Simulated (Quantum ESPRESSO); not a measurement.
# MnO: parallel and opposed starts

Does MnO prefer parallel or opposed moments, or none?

Program: Quantum ESPRESSO 7.5. Level of theory: LDA with U = 2.4 eV on Mn d (ortho-atomic projectors); plane waves with PseudoDojo 0.4.1 SR LDA standard potentials, no spin-orbit coupling. Results are calculated unless marked as measured.

### 1. Starting point

The structure is hexagonal, space group P6_3mc (No. 186). The conventional cell has a = 3.372 Å, b = 3.372 Å, c = 5.386 Å, α = 90.00°, β = 90.00°, γ = 120.00°. Nearest to Mn lie 4 O at 1.96 to 2.08 Å. Nearest to O lie 4 Mn at 1.96 to 2.08 Å. Farther neighbours and most contacts between anions are not listed.

Coordinates:

```cif
data_structure
_symmetry_space_group_name_H-M 'P 1'
_symmetry_Int_Tables_number 1
_cell_length_a 3.3717
_cell_length_b 3.3717
_cell_length_c 5.3855
_cell_angle_alpha 90.000
_cell_angle_beta 90.000
_cell_angle_gamma 120.000
_cell_volume 53.02
loop_
_atom_site_label
_atom_site_type_symbol
_atom_site_fract_x
_atom_site_fract_y
_atom_site_fract_z
_atom_site_occupancy
Mn1 Mn 0.33333 0.66667 0.01096 1
Mn2 Mn 0.66667 0.33333 0.51096 1
O3 O 0.33333 0.66667 0.37547 1
O4 O 0.66667 0.33333 0.87547 1
```

The cell comes from the Crystallography Open Database.

### 2. Start 1: ferro ++

The signs are those of the starting moments on the seeded atoms, the atoms that are given a moment.

Input file pw.in:

```
&CONTROL
  calculation = 'scf'
  prefix = 'pwscf'
  outdir = './tmp'
  pseudo_dir = './pseudo'
  disk_io = 'nowf'
  tprnfor = .true.
  tstress = .true.
/
&SYSTEM
  ibrav = 0
  nat = 4
  ntyp = 2
  ecutwfc = 96
  nbnd = 34
  occupations = 'smearing'
  smearing = 'fd'
  degauss = 0.00999582
  nspin = 2
  starting_magnetization(1) = 0.3
  starting_magnetization(2) = 0
/
&ELECTRONS
  conv_thr = 8d-09
  electron_maxstep = 150
  mixing_beta = 0.3
  diago_david_ndim = 4
/
ATOMIC_SPECIES
Mn     54.9380 Mn.upf
O      15.9990 O.upf
CELL_PARAMETERS angstrom
   3.3717000000    0.0000000000    0.0000000000
  -1.6858500000    2.9199778539    0.0000000000
   0.0000000000    0.0000000000    5.3855000000
ATOMIC_POSITIONS crystal
Mn      0.3333333333    0.6666666667    0.0109600000
Mn      0.6666666667    0.3333333333    0.5109600000
O       0.3333333333    0.6666666667    0.3754700000
O       0.6666666667    0.3333333333    0.8754700000
K_POINTS automatic
8 8 4 0 0 0
HUBBARD {ortho-atomic}
U Mn-3d 2.4000
```

The run is started by

```
$ OMP_NUM_THREADS=1 mpirun -n 4 pw.x -nk 4 -in pw.in > pw.out
```

Log:

```text
Program PWSCF v.7.5 starts

     Message from routine setup:
     using ibrav=0 with symmetry is DISCOURAGED, use correct ibrav instead

     K-points division:     npool     =       4
     Subspace diagonalization in iterative solution of the eigenvalue problem:

     G-vector sticks info
     --------------------
     sticks:   dense  smooth     PW     G-vecs:    dense   smooth      PW
     Sum        1069    1069    313                45507    45507    6969

     Using Slab Decomposition

     bravais-lattice index     =            0
     lattice parameter (alat)  =       6.3716  a.u.
     unit-cell volume          =     357.8089 (a.u.)^3
     number of atoms/cell      =            4
     number of atomic types    =            2
     number of electrons       =        42.00
     number of Kohn-Sham states=           34
     kinetic-energy cutoff     =      96.0000  Ry
     charge density cutoff     =     384.0000  Ry
     scf convergence threshold =      8.0E-09
     mixing beta               =       0.3000
     number of iterations used =            8  plain     mixing
     Exchange-correlation= SLA  PW   NOGX NOGC
                           (   1   4   0   0   0   0   0)
     Hubbard projectors: ortho-atomic
     Hubbard parameters of DFT+U (Dudarev formulation) in eV:
     U(Mn-3d) =  2.4000

     Internal variables: lda_plus_u =T, lda_plus_u_kind = 0

     Internal variables: orbital_resolved =F, hub_pot_fix =F, apply_U = F

     celldm(1)=   6.371590  celldm(2)=   0.000000  celldm(3)=   0.000000
     celldm(4)=   0.000000  celldm(5)=   0.000000  celldm(6)=   0.000000

     crystal axes: (cart. coord. in units of alat)
               a(1) = (   1.000000   0.000000   0.000000 )
               a(2) = (  -0.500000   0.866025   0.000000 )
               a(3) = (   0.000000   0.000000   1.597265 )

     reciprocal axes: (cart. coord. in units 2 pi/alat)
               b(1) = (  1.000000  0.577350 -0.000000 )
               b(2) = (  0.000000  1.154701  0.000000 )
               b(3) = (  0.000000 -0.000000  0.626070 )

     PseudoPot. # 1 for Mn read from file:
     Mn.upf
     Pseudo is Norm-conserving + core correction, Zval = 15.0
     Generated using ONCVPSP code by D. R. Hamann
     Using radial grid of 1430 points,  6 beta functions with:
                l(1) =   0
                l(2) =   0
                l(3) =   1
                l(4) =   1
                l(5) =   2
                l(6) =   2

     PseudoPot. # 2 for O  read from file:
     O.upf
     Pseudo is Norm-conserving + core correction, Zval =  6.0
     Generated using ONCVPSP code by D. R. Hamann
     Using radial grid of  926 points,  5 beta functions with:
                l(1) =   0
                l(2) =   0
                l(3) =   1
                l(4) =   1
                l(5) =   2

     atomic species   valence    mass     pseudopotential
     Mn               15.00    54.93800     Mn( 1.00)
     O                 6.00    15.99900     O ( 1.00)

     Starting magnetic structure
     atomic species   magnetization
     Mn              0.300
     O               0.000

     12 Sym. Ops. (no inversion) found ( 6 have fractional translation)

   Cartesian axes

     site n.     atom                  positions (alat units)
         1        Mn     tau(   1) = (  -0.0000000   0.5773503   0.0175060  )
         2        Mn     tau(   2) = (   0.5000000   0.2886751   0.8161388  )
         3        O      tau(   3) = (  -0.0000000   0.5773503   0.5997253  )
         4        O      tau(   4) = (   0.5000000   0.2886751   1.3983580  )

     number of k points=    30  Fermi-Dirac smearing, width (Ry)=  0.0100
                       cart. coord. in units 2pi/alat
        k(    1) = (   0.0000000   0.0000000   0.0000000), wk =   0.0039062
        k(    2) = (   0.0000000   0.0000000   0.1565175), wk =   0.0078125
        k(    3) = (   0.0000000   0.0000000  -0.3130350), wk =   0.0039062
        k(    4) = (   0.0000000   0.1443376   0.0000000), wk =   0.0234375
        k(    5) = (   0.0000000   0.1443376   0.1565175), wk =   0.0468750
        [... 25 further k-points ...]

     Dense  grid:    45507 G-vectors     FFT dimensions: (  40,  40,  64)

     Generating pointlists ...
     new r_m :   0.2402 (alat units)  1.5302 (a.u.) for type    1
     new r_m :   0.2402 (alat units)  1.5302 (a.u.) for type    2

     Initial potential from superposition of free atoms

     starting charge      41.9991, renormalised to      42.0000

     STARTING HUBBARD OCCUPATIONS:

     =================== HUBBARD OCCUPATIONS ===================
     ------------------------ ATOM    1 ------------------------
     Tr[ns(  1)] (up, down, total) =   5.00000  0.00000  5.00000
     Atomic magnetic moment for atom   1 =   5.00000
     [... lines left out ...]
     ------------------------ ATOM    2 ------------------------
     Tr[ns(  2)] (up, down, total) =   5.00000  0.00000  5.00000
     Atomic magnetic moment for atom   2 =   5.00000
     [... lines left out ...]
     Number of occupied Hubbard levels =   10.0000

     Atomic wfc used for Hubbard projectors are orthogonalized

     Starting wfcs are   28 randomized atomic wfcs +    6 random wfcs

     Self-consistent Calculation

     iteration #  1     ecut=    96.00 Ry     beta= 0.30
     Davidson diagonalization with overlap
     ethr =  1.00E-02,  avg # of iterations =  4.6

     =================== HUBBARD OCCUPATIONS ===================
     ------------------------ ATOM    1 ------------------------
     Tr[ns(  1)] (up, down, total) =   4.96921  0.21704  5.18625
     Atomic magnetic moment for atom   1 =   4.75216
     [... lines left out ...]
     ------------------------ ATOM    2 ------------------------
     Tr[ns(  2)] (up, down, total) =   4.96921  0.21704  5.18625
     Atomic magnetic moment for atom   2 =   4.75216
     [... lines left out ...]
     Number of occupied Hubbard levels =   10.3725

     total energy              =    -500.98533978 Ry
     estimated scf accuracy    <       0.89940457 Ry

     total magnetization       =    10.00 Bohr mag/cell
     absolute magnetization    =    10.00 Bohr mag/cell

     iteration #  2     ecut=    96.00 Ry     beta= 0.30
     Davidson diagonalization with overlap
     ethr =  2.14E-03,  avg # of iterations =  1.9

     total energy              =    -501.11964388 Ry
     estimated scf accuracy    <       0.07942456 Ry

     total magnetization       =    10.00 Bohr mag/cell
     absolute magnetization    =    10.00 Bohr mag/cell

     iteration #  3     ecut=    96.00 Ry     beta= 0.30
     Davidson diagonalization with overlap
     ethr =  1.89E-04,  avg # of iterations =  1.1

     total energy              =    -501.12766674 Ry
     estimated scf accuracy    <       0.02923950 Ry

     total magnetization       =    10.00 Bohr mag/cell
     absolute magnetization    =    10.00 Bohr mag/cell

     [... further iterations left out ...]

     iteration #  7     ecut=    96.00 Ry     beta= 0.30
     Davidson diagonalization with overlap
     ethr =  6.90E-08,  avg # of iterations =  1.0

     total energy              =    -501.13075349 Ry
     estimated scf accuracy    <       0.00000059 Ry

     total magnetization       =    10.00 Bohr mag/cell
     absolute magnetization    =    10.00 Bohr mag/cell

     iteration #  8     ecut=    96.00 Ry     beta= 0.30
     Davidson diagonalization with overlap
     ethr =  1.40E-09,  avg # of iterations =  2.0

     total energy              =    -501.13075370 Ry
     estimated scf accuracy    <       0.00000028 Ry

     total magnetization       =    10.00 Bohr mag/cell
     absolute magnetization    =    10.00 Bohr mag/cell

     iteration #  9     ecut=    96.00 Ry     beta= 0.30
     Davidson diagonalization with overlap
     ethr =  6.71E-10,  avg # of iterations =  1.5

     total energy              =    -501.13075377 Ry
     estimated scf accuracy    <       0.00000003 Ry

     total magnetization       =    10.00 Bohr mag/cell
     absolute magnetization    =    10.00 Bohr mag/cell

     iteration # 10     ecut=    96.00 Ry     beta= 0.30
     Davidson diagonalization with overlap
     ethr =  7.49E-11,  avg # of iterations =  1.6

     Magnetic moment per site  (integrated on atomic sphere of radius R)
     atom   1 (R=0.240)  charge= 12.0256  magn=  3.8975
     atom   2 (R=0.240)  charge= 12.0256  magn=  3.8975
     atom   3 (R=0.240)  charge=  5.3991  magn=  0.1822
     atom   4 (R=0.240)  charge=  5.3991  magn=  0.1822

     End of self-consistent calculation

     =================== HUBBARD OCCUPATIONS ===================
     ------------------------ ATOM    1 ------------------------
     Tr[ns(  1)] (up, down, total) =   4.95375  0.32938  5.28313
     Atomic magnetic moment for atom   1 =   4.62436
     [... lines left out ...]
     ------------------------ ATOM    2 ------------------------
     Tr[ns(  2)] (up, down, total) =   4.95375  0.32938  5.28313
     Atomic magnetic moment for atom   2 =   4.62436
     [... lines left out ...]
     Number of occupied Hubbard levels =   10.5663

     [... lines left out ...]
     the Fermi energy is    10.0265 ev

!    total energy              =    -501.13075378 Ry
     estimated scf accuracy    <          5.3E-09 Ry
     smearing contrib. (-TS)   =      -0.00086050 Ry
     internal energy E=F+TS    =    -501.12989327 Ry

     The total energy is F=E-TS. E is the sum of the following terms:
     one-electron contribution =    -263.09579070 Ry
     hartree contribution      =     150.44357948 Ry
     xc contribution           =     -89.24032187 Ry
     ewald contribution        =    -299.29927088 Ry
     Hubbard energy            =       0.06191069 Ry

     total magnetization       =    10.00 Bohr mag/cell
     absolute magnetization    =    10.00 Bohr mag/cell

     convergence has been achieved in  10 iterations

     Forces acting on atoms (cartesian axes, Ry/au):

     atom    1 type  1   force =     0.00000000    0.00000000   -0.02797243
     atom    2 type  1   force =     0.00000000   -0.00000000   -0.02797243
     atom    3 type  2   force =     0.00000000    0.00000000    0.02797243
     atom    4 type  2   force =     0.00000000   -0.00000000    0.02797243

     Total force =     0.055945     Total SCF correction =     0.000061

     Computing stress (Cartesian axis) and pressure

          total   stress  (Ry/bohr**3)                   (kbar)     P=      -11.53
  -0.00025491  -0.00000000   0.00000000          -37.50       -0.00        0.00
  -0.00000000  -0.00025491   0.00000000           -0.00      -37.50        0.00
   0.00000000   0.00000000   0.00027477            0.00        0.00       40.42

=------------------------------------------------------------------------------=
   JOB DONE.
=------------------------------------------------------------------------------=
```

Wall time 41 s (4 MPI ranks of Arm Neoverse V2, shared host); peak memory 0.62 GiB.

Spin moment in the atom's sphere by atom:

```
atom  spin moment in the atom's sphere (μB)
 Mn1                                   3.90
 Mn2                                   3.90
  O3                                   0.18
  O4                                   0.18
```

This step gave:

```
smearing term TS       : 0.01171 eV
pressure               : -1.153 GPa
magnetization          : 9.996 μB
absolute magnetization : 9.996 μB
final state            : ferromagnetic
```

[end of part 1 of 3]

[Logs and program files are shortened in this print: banners, set-up blocks, solver, clock and traceback lines can be left out without a mark of their own.]

[Logs are printed without paths, hosts, clocks, repeated set-up lines and the standing remarks that a program may print on its own settings, such as how far it seeks lower states.]

[Hosts, paths, dates, database ids (printed as entryN), source tags and the programs' standing remarks are cut or masked in the printed files.]

[Where a cell is said to come from a database of computed structures, the database is the Materials Project.]
